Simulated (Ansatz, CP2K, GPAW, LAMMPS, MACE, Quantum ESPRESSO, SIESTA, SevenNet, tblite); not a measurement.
# GPAW on liquid Zn23Cd15S38 at 1800 K (76 atoms): settings against a plane-wave reference

How do the settings of GPAW change the result for liquid Zn23Cd15S38 at 1800 K (76 atoms)? A plane-wave run serves as the yardstick.

Calculated with GPAW 26.7.0; the method is named at each step.

## 1. Starting point

The cell holds 76 atoms: 23 Zn, 15 Cd and 38 S. Its edges and angles: a = 11.895 Å, b = 11.895 Å, c = 11.895 Å, α = 90.0°, β = 90.0°, γ = 90.0°. 76 atoms (23 Zn, 15 Cd, 38 S) placed at random at 4.35 g/cm³, melted at 2500 K for 10 ps at fixed volume with the Stillinger-Weber II-VI potential (Zhou et al., Phys. Rev. B 88, 085309 (2013)). Snapshot at the end of a hold of 5 ps at 1800 K and fixed volume.

The yardstick, on the same geometry:

* method: Kohn-Sham DFT, PBE, PAW, plane waves (Ansatz 0.2.0); cutoff 420 eV, Γ point, fermi-dirac smearing of 0.05 eV; PAW set soft_2
* r.m.s. force component: 0.8509 eV/Å
* longest force: 2.828 eV/Å
* pressure: -1.136 GPa
* SCF cycles: 13
* time: 29 s on 4 threads of Arm Neoverse V2, shared host
* CPU time: 1.9 min

## 2. PBE, LCAO dzp, h 0.2 Å

Method: Kohn-Sham DFT, PBE, PAW, atomic orbitals (dzp).

run.py

```python
import numpy as np
from ase.io import read
from gpaw import GPAW, FermiDirac

atoms = read("structure.xyz")
atoms.calc = GPAW(
    mode="lcao",
    basis="dzp",
    h=0.2,
    xc="PBE",
    kpts={"size": (1, 1, 1), "gamma": True},
    occupations=FermiDirac(0.05),
    maxiter=200,
    symmetry={"point_group": False},
    txt="gpaw.txt",
)
energy = atoms.get_potential_energy(force_consistent=True)
forces = atoms.get_forces()
print(f"energy {energy:.6f} eV")
print("forces (eV/A)")
for i, (a, f) in enumerate(zip(atoms, forces)):
    print(f"{i:4d} {a.symbol:2s} {f[0]:10.5f} {f[1]:10.5f} {f[2]:10.5f}")
print(f"Fermi level {atoms.calc.get_fermi_level():.4f} eV")
for k in range(len(atoms.calc.get_ibz_k_points())):
    for s in range(atoms.calc.get_number_of_spins()):
        e = atoms.calc.get_eigenvalues(kpt=k, spin=s)
        n = np.searchsorted(e, atoms.calc.get_fermi_level())
        print(f"k {k} spin {s} levels about the Fermi level:", np.round(e[max(n - 6, 0):n], 4).tolist(), "|", np.round(e[n:n + 6], 4).tolist())
```

structure.xyz

```xyz
76
Lattice="11.89530 0.00000 0.00000 0.00000 11.89530 0.00000 0.00000 0.00000 11.89530" Properties=species:S:1:pos:R:3 pbc="T T T"
Zn 10.43551 10.29788 10.60430
Zn 0.65055 10.90525 7.36283
Zn 6.65720 11.42365 9.93377
Zn 8.71402 10.07104 1.45765
Zn 4.37033 10.23222 8.32504
Zn 11.28043 2.41284 8.68309
Zn 9.84657 6.42037 2.29972
Zn 11.00422 11.11152 4.30943
Zn 9.65898 4.35915 10.40161
Zn 0.72859 5.77445 4.31086
Zn 0.87966 11.68559 0.79496
Zn 3.63199 10.72219 0.37268
Zn 2.86344 10.35486 4.63726
Zn 2.15245 1.16966 9.80375
Zn 6.47866 0.56253 1.32728
Zn 8.33373 0.95971 11.10486
Zn 8.13876 11.85593 6.18698
Zn 1.96427 8.09356 3.08445
Zn 6.77854 2.92862 9.11525
Zn 7.13159 3.73263 1.17454
Zn 1.67248 4.24686 8.22881
Zn 9.92116 8.33979 5.35764
Zn 5.73817 11.54451 4.08485
Cd 11.06275 2.94016 1.90765
Cd 0.93925 7.17001 8.04777
Cd 4.95499 2.66383 5.05015
Cd 9.21719 8.87711 9.00748
Cd 1.45408 5.60887 0.15167
Cd 7.29753 7.09019 10.94748
Cd 6.89071 8.16351 4.44646
Cd 7.94202 4.84460 5.13675
Cd 4.51379 6.36494 6.72965
Cd 3.35091 2.83251 1.68176
Cd 11.75363 7.68329 11.56413
Cd 10.39102 3.06732 6.03032
Cd 4.30443 5.48219 10.23186
Cd 1.20440 1.84948 4.74230
Cd 4.96557 6.90796 1.49988
S 11.20549 8.33813 3.36423
S 9.85752 1.31764 3.84266
S 6.82814 7.73587 7.13885
S 4.12731 0.26312 1.88957
S 4.98330 4.63560 0.88001
S 1.63263 1.24449 7.31394
S 0.06019 4.73338 6.28238
S 7.54852 5.29888 9.10704
S 4.88968 8.62719 11.51322
S 3.55551 7.43504 8.99701
S 9.60070 6.49400 6.61188
S 5.95169 2.02375 11.14375
S 0.23910 4.26780 10.36295
S 10.25256 10.36390 6.91462
S 6.77842 10.42302 0.17010
S 4.04916 11.77421 10.06628
S 9.31164 2.76352 0.14845
S 3.87680 3.37755 9.00534
[... 16 atom lines left out ...]
S 10.22151 11.67012 0.78592
S 8.36347 9.88190 4.05772
S 6.71192 10.81592 7.68115
S 1.03489 11.32004 3.23314
```

Command:

```bash
$ OMP_NUM_THREADS=1 python run.py > output.txt
```

Output:

```text
energy -190.171431 eV
forces (eV/A)
   0 Zn    0.89707    1.83604    0.93008
   1 Zn    0.30608   -0.04525    0.43028
   2 Zn   -0.59482    0.10689   -0.39592
   3 Zn    0.48692   -0.19646    0.63106
   4 Zn   -0.61201    0.01432   -0.70618
   5 Zn    0.53376   -0.74222    0.67588
   6 Zn   -0.04366    0.79085    0.19740
   7 Zn   -0.94854   -0.03488    0.19278
   8 Zn   -0.33691    0.59099   -0.56715
   9 Zn    0.36391   -0.01990   -0.42736
  10 Zn   -0.49649   -0.02894   -0.15967
  11 Zn    0.05433   -1.00597   -1.39750
  12 Zn    0.28793    0.59245    0.13330
  13 Zn    0.02339    0.32623    0.14604
  14 Zn   -0.73906    0.55792    0.62212
  15 Zn    0.87685   -0.25789   -0.15781
  16 Zn    0.61618   -0.29530    0.03677
  17 Zn   -0.42893    0.91868   -0.65524
  18 Zn   -0.26326    0.79403   -0.13824
  19 Zn    0.44960   -0.93551    0.46694
  20 Zn    0.54250   -0.54338    0.41706
  21 Zn    0.53363    0.60453   -0.14133
  22 Zn   -0.84694   -0.18107   -0.09715
  23 Cd   -0.52904   -2.92068    0.17337
[...]
68 S     0.27900    0.28295   -0.38899
  69 S    -0.96244    0.31736    0.50923
  70 S    -1.17605   -0.80538   -0.72638
  71 S    -1.37439   -0.93592    0.29714
  72 S    -0.27124   -0.74604   -0.26997
  73 S     1.20367    2.30590   -0.86872
  74 S    -0.53097   -0.70963    1.64597
  75 S     1.30041    0.53221    1.16208
Fermi level 4.3358 eV
k 0 spin 0 levels about the Fermi level: [3.8552, 3.9154, 4.1013, 4.1681, 4.2209, 4.2914] | [4.3752, 4.4412, 4.5995, 4.8052, 5.1081, 5.1922]
```

gpaw.txt:

```text
Input parameters:
  mode=LCAO(),
  basis={'default': 'dzp'},
  h=0.2,
  kpts=MonkhorstPack(size=(1, 1, 1), gamma=True),
  maxiter=200,
  occupations=Occupations(name='fermi-dirac', width=0.05, fixmagmom=False),
  symmetry=Symmetry(point_group=False),
  xc=XC(name='PBE')
Unit cell  # Å
| periodic |         x |         y |         z |   lengths |    angles |
|----------|-----------|-----------|-----------|-----------|-----------|
|      yes | 11.895300 |  0.000000 |  0.000000 | 11.895300 | 90.000000 |
|      yes |  0.000000 | 11.895300 |  0.000000 | 11.895300 | 90.000000 |
|      yes |  0.000000 |  0.000000 | 11.895300 | 11.895300 | 90.000000 |
Number of symmetries: 1
Symmetry operations  # r_c * U_cc + t_c -> r_c
|   | kind |            matrix            |
|---|------|------------------------------|
| 0 |  E   |  1, 0, 0,  0, 1, 0,  0, 0, 1 |
BZ-sampling:
  Number of BZ points: 1
  Number of IBZ points: 1
  Monkhorst-Pack size: [1, 1, 1]
  Monkhorst-Pack shift: [0, 0, 0]
[... lines left out ...]
  Fermi-Dirac:
[... lines left out ...]
xc functional:
  name: PBE with 2 nearest neighbor stencil
interpolation: tri-quintic # 5. degree polynomial
Initialization done in: 10.781 s
convergence criteria:
- Maximum [total energy] change in last 3 cyles: 0.0005 eV / valence electron
- Maximum integral of absolute [dens]ity change: 0.0001 electrons / valence electron
- Maximum integral of absolute [eigenst]ate change: 4e-08 eV^2 / valence electron
maximum number of iterations: 200
SCF iterations
|iter     |      energy | eigst |  dens |
|---------|-------------|-------|-------|
|iter:   1| -201.740444 |      c|       |
|iter:   2| -198.363639 |      c| -1.26 |
|iter:   3| -196.593717 |      c| -1.31 |
|iter:   4| -193.033199 |      c| -1.53 |
[...]
|iter:   8| -190.286945 |      c| -2.08 |
|iter:   9| -190.098752 |      c| -2.37 |
|iter:  10| -190.095487c|      c| -2.59 |
|iter:  11| -190.071377c|      c| -2.75 |
|iter:  12| -190.072079c|      c| -2.95 |
|iter:  13| -190.066349c|      c| -3.13 |
|iter:  14| -190.066533c|      c| -3.57 |
|iter:  15| -190.065664c|      c| -3.79 |
|iter:  16| -190.066439c|      c| -3.81 |
|iter:  17| -190.065993c|      c| -4.11c|
Converged in 17 steps
SCF loop duration: 241.255 s (14.191 s/step)
Energy contributions relative to reference atoms: (reference = -3818996.844171)
Energy contributions:
  Kinetic:         292.532486
  Coulomb:        -225.951325
  Zero:              3.309198
  External:          0.000000
  Xc:             -259.850915
  Entropy:          -0.210875
  Spinorbit:         0.000000
  ----------------------------
  Free energy:    -190.171431
  Extrapolated:   -190.065993
dipole moment: (-1.515531, 69.936131, -114.519001)  # |e|*Ang
Fermi level: 4.336
Eigenvalues  # (at kpt = [0.000, 0.000, 0.000])
| band index |      eig [eV] | occ [0-2] |
|------------|---------------|-----------|
|          0 |        -9.481 |     2.000 |
|        ... |               |           |
|        334 |         3.734 |     2.000 |
|        335 |         3.836 |     2.000 |
[...]
|        349 |         5.479 |     0.000 |
|        ... |               |           |
|        414 |         9.995 |     0.000 |
Gap: 0.084 eV
Transition (v -> c):
  (s=0, k=0, n=341, [0.00, 0.00, 0.00]) -> (s=0, k=0, n=342, [0.00, 0.00, 0.00])
No difference between direct/indirect transitions
Force computation time: 35.209  # s
timing:  # [seconds]
  Total:  287.274  # ━━━━━━━━━━━━━━━━━━━━━━━━━━━━━━━━━━━━━━━━━━━━━━━━━━━━━━━━
  Init:    10.780  # ━━
  SCF:    241.255  # ━━━━━━━━━━━━━━━━━━━━━━━━━━━━━━━━━━━━━━━━━━━━━━━
  Forces:  35.209  # ━━━━━━━
```

It took 4.8 min on 1 thread of Arm Neoverse V2, shared host; peak memory 1.9 GiB.

Banners, paths, timers and routine set-up lines are dropped from the logs unmarked, and long logs keep their key lines alone; longer cuts are marked.

Against the reference:

```
r.m.s. force component                  : 0.88 eV/Å
r.m.s. difference of force components   : 59.01 meV/Å
longest difference of force vectors     : 236.2 meV/Å
force difference over r.m.s. force      : 6.934 %
slope of forces against the reference's : 1.032
correlation of force components         : 0.9982
```

Length of the force difference by element (eV/Å):

| element | atoms | mean | most |
| --- | --- | --- | --- |
| Cd | 15 | 0.12 | 0.23 |
| S | 38 | 0.088 | 0.24 |
| Zn | 23 | 0.055 | 0.086 |

The surroundings of S53, picked at random, nearest first, numbered as they follow in the input and with coordinates relative to it.

| atom | x | y | z | distance (Å) | bonds | Fx | Fy | Fz (eV/Å) |
| --- | --- | --- | --- | --- | --- | --- | --- | --- |
| S53 | 0.00 | 0.00 | 0.00 | 0.00 | 3 | 0.63 | 0.87 | -0.09 |
| Zn4 | 1.94 | -0.35 | 1.29 | 2.35 | 4 | 0.49 | -0.20 | 0.63 |
| Zn3 | -0.12 | 1.00 | -2.13 | 2.36 | 3 | -0.59 | 0.11 | -0.40 |
| Zn15 | -0.30 | 2.03 | 1.16 | 2.36 | 4 | -0.74 | 0.56 | 0.62 |
| S47 | -1.89 | -1.80 | -0.55 | 2.66 | 3 | 0.68 | -1.24 | -0.08 |
| Zn16 | 1.56 | 2.43 | -0.96 | 3.04 | 4 | 0.88 | -0.26 | -0.16 |
| Zn12 | -3.15 | 0.30 | 0.20 | 3.17 | 4 | 0.05 | -1.01 | -1.40 |
| S65 | 2.52 | -2.45 | 0.32 | 3.52 | 4 | -0.31 | -0.41 | 0.50 |
| Cd29 | 0.52 | -3.33 | -1.12 | 3.55 | 3 | -0.26 | 0.12 | -0.12 |
| S42 | -2.65 | 1.74 | 1.72 | 3.61 | 3 | 0.83 | 1.27 | 1.30 |
| S54 | -2.73 | 1.35 | -2.00 | 3.64 | 4 | 0.36 | -1.35 | 0.03 |
| S50 | -0.83 | 3.50 | -0.92 | 3.71 | 3 | 1.36 | -0.07 | -0.36 |
| S73 | 3.44 | 1.25 | 0.62 | 3.71 | 4 | -0.27 | -0.75 | -0.27 |

Atoms are counted from 1 here, from 0 in the log.

Forces lie 6.9 % from the reference's, at 2.6 times its CPU time (on 1 against 4 cores).

## 3. PBE, LCAO sz(dzp), h 0.2 Å

Method: Kohn-Sham DFT, PBE, PAW, atomic orbitals (sz(dzp)).

Changes to run.py since step 2:

```diff
@@ -7,3 +7,3 @@
     mode="lcao",
-    basis="dzp",
+    basis="sz(dzp)",
     h=0.2,
```

structure.xyz is that of step 2.

Output:

```text
energy -155.479279 eV
forces (eV/A)
   0 Zn    0.60765    1.47966    0.73364
   1 Zn    0.22401   -0.09452    0.72841
   2 Zn   -0.49134    0.33501   -0.26491
   3 Zn    0.45411   -0.42746    1.16472
   4 Zn   -0.96383   -0.47675   -1.15999
   5 Zn    0.54339   -0.65097    0.50446
   6 Zn    0.00459    0.94514    0.13037
   7 Zn   -1.34367   -0.39349    0.33356
   8 Zn   -0.34514    1.00950   -0.82835
   9 Zn    0.08272   -0.17806   -0.46040
  10 Zn   -0.66259   -0.08322    0.04963
  11 Zn    0.16671   -1.33967   -1.77076
[...]
71 S    -1.60787   -0.80531    0.42569
  72 S    -0.11969   -0.40678   -0.21386
  73 S     1.33516    2.83249   -1.03117
  74 S    -0.55619   -0.99497    1.40469
  75 S     1.67919    0.68128    0.96007
Fermi level 4.5683 eV
k 0 spin 0 levels about the Fermi level: [4.0926, 4.1469, 4.3496, 4.4072, 4.4585, 4.5268] | [4.6054, 4.665, 4.8265, 5.0294, 5.3668, 5.4764]
```

gpaw.txt:

```text
Input parameters:
  mode=LCAO(),
  basis={'default': 'sz(dzp)'},
  h=0.2,
  kpts=MonkhorstPack(size=(1, 1, 1), gamma=True),
  maxiter=200,
  occupations=Occupations(name='fermi-dirac', width=0.05, fixmagmom=False),
  symmetry=Symmetry(point_group=False),
  xc=XC(name='PBE')
[... lines left out ...]
  Fermi-Dirac:
[... lines left out ...]
convergence criteria:
- Maximum [total energy] change in last 3 cyles: 0.0005 eV / valence electron
[... lines left out ...]
Converged in 17 steps
[... lines left out ...]
  Free energy:    -155.479279
[... lines left out ...]
Fermi level: 4.568
[... lines left out ...]
|          0 |        -9.559 |     2.000 |
|        ... |               |           |
|        334 |         3.967 |     2.000 |
|        335 |         4.061 |     2.000 |
[...]
|        349 |         5.765 |     0.000 |
|        ... |               |           |
|        414 |        11.002 |     0.000 |
Gap: 0.079 eV
Transition (v -> c):
  (s=0, k=0, n=341, [0.00, 0.00, 0.00]) -> (s=0, k=0, n=342, [0.00, 0.00, 0.00])
No difference between direct/indirect transitions
Force computation time: 12.718  # s
timing:  # [seconds]
  Total:  119.816  # ━━━━━━━━━━━━━━━━━━━━━━━━━━━━━━━━━━━━━━━━━━━━━━━━━━━━━━━━
  Init:     8.301  # ━━━━
  SCF:     98.770  # ━━━━━━━━━━━━━━━━━━━━━━━━━━━━━━━━━━━━━━━━━━━━━━
  Forces:  12.718  # ━━━━━━
```

It took 2 min on 1 thread; peak memory 1.6 GiB.

Numbers from this run, and their distance from the reference:

```
r.m.s. force component                  : 0.9924 eV/Å
r.m.s. difference of force components   : 289.3 meV/Å
longest difference of force vectors     : 1052 meV/Å
force difference over r.m.s. force      : 33.99 %
slope of forces against the reference's : 1.122
correlation of force components         : 0.9623
```

This is a coarse setting, run to see what it loses.

Against the first run (6.9 %), the force difference from the reference is 34 %, at 0.42 times the CPU time, with 494 basis functions against 1292: the smaller basis costs accuracy.

## 4. RPBE, LCAO dzp, h 0.2 Å

Method: Kohn-Sham DFT, RPBE, PAW, atomic orbitals (dzp).

Changes to run.py since step 3:

```diff
@@ -7,5 +7,5 @@
     mode="lcao",
-    basis="sz(dzp)",
+    basis="dzp",
     h=0.2,
-    xc="PBE",
+    xc="RPBE",
     kpts={"size": (1, 1, 1), "gamma": True},
```

structure.xyz is that of step 3.

Output:

```text
energy -161.217174 eV
forces (eV/A)
   0 Zn    0.89071    1.76496    0.99409
   1 Zn    0.27563   -0.04609    0.48094
   2 Zn   -0.58225    0.08981   -0.47195
   3 Zn    0.47204   -0.19578    0.82490
   4 Zn   -0.70845   -0.13889   -0.79013
   5 Zn    0.55977   -0.69825    0.65024
[...]
73 S     1.12952    2.43584   -0.90210
  74 S    -0.50136   -0.82820    1.55376
  75 S     1.39783    0.59210    1.14172
Fermi level 4.4914 eV
k 0 spin 0 levels about the Fermi level: [4.0075, 4.0639, 4.2474, 4.323, 4.3746, 4.446] | [4.5303, 4.6018, 4.7765, 4.9811, 5.299, 5.3829]
```

gpaw.txt:

```text
Input parameters:
  mode=LCAO(),
  basis={'default': 'dzp'},
  h=0.2,
  kpts=MonkhorstPack(size=(1, 1, 1), gamma=True),
  maxiter=200,
  occupations=Occupations(name='fermi-dirac', width=0.05, fixmagmom=False),
[... lines left out ...]
  Fermi-Dirac:
[... lines left out ...]
convergence criteria:
- Maximum [total energy] change in last 3 cyles: 0.0005 eV / valence electron
[... lines left out ...]
Converged in 17 steps
[... lines left out ...]
  Free energy:    -161.217174
[... lines left out ...]
Fermi level: 4.491
[... lines left out ...]
|        ... |               |           |
|        414 |        10.219 |     0.000 |
Gap: 0.084 eV
Transition (v -> c):
  (s=0, k=0, n=341, [0.00, 0.00, 0.00]) -> (s=0, k=0, n=342, [0.00, 0.00, 0.00])
No difference between direct/indirect transitions
Force computation time: 35.321  # s
timing:  # [seconds]
  Total:  287.832  # ━━━━━━━━━━━━━━━━━━━━━━━━━━━━━━━━━━━━━━━━━━━━━━━━━━━━━━━━
  Init:    10.822  # ━━
  SCF:    241.659  # ━━━━━━━━━━━━━━━━━━━━━━━━━━━━━━━━━━━━━━━━━━━━━━━
  Forces:  35.322  # ━━━━━━━
```

Run time: 4.8 min. Hardware: 1 thread; peak memory 1.9 GiB.

Against the reference:

```yaml
r_m_s_force_component: 0.8903 eV/Å
r_m_s_difference_of_force_components: 123.6 meV/Å
longest_difference_of_force_vectors: 421 meV/Å
force_difference_over_r_m_s_force: 14.53 %
slope_of_forces_against_the_reference_s: 1.037
correlation_of_force_components: 0.9909
```

Against the first run (6.9 %), the force difference from the reference is 15 %, at 1.0 times the CPU time; the model has changed, so this is no error of the program alone.

(Continued in part 2 of 2.)

[Also dropped from logs without a mark: logging warnings of Python, and SIESTA's first energy breakdown and zero terms.]

[Logs are printed without paths, hosts, clocks, repeated set-up lines and the standing remarks that a program may print on its own settings, such as how far it seeks lower states.]

[Hosts, paths, dates, database ids (printed as entryN), source tags and the programs' standing remarks are cut or masked in the printed files.]
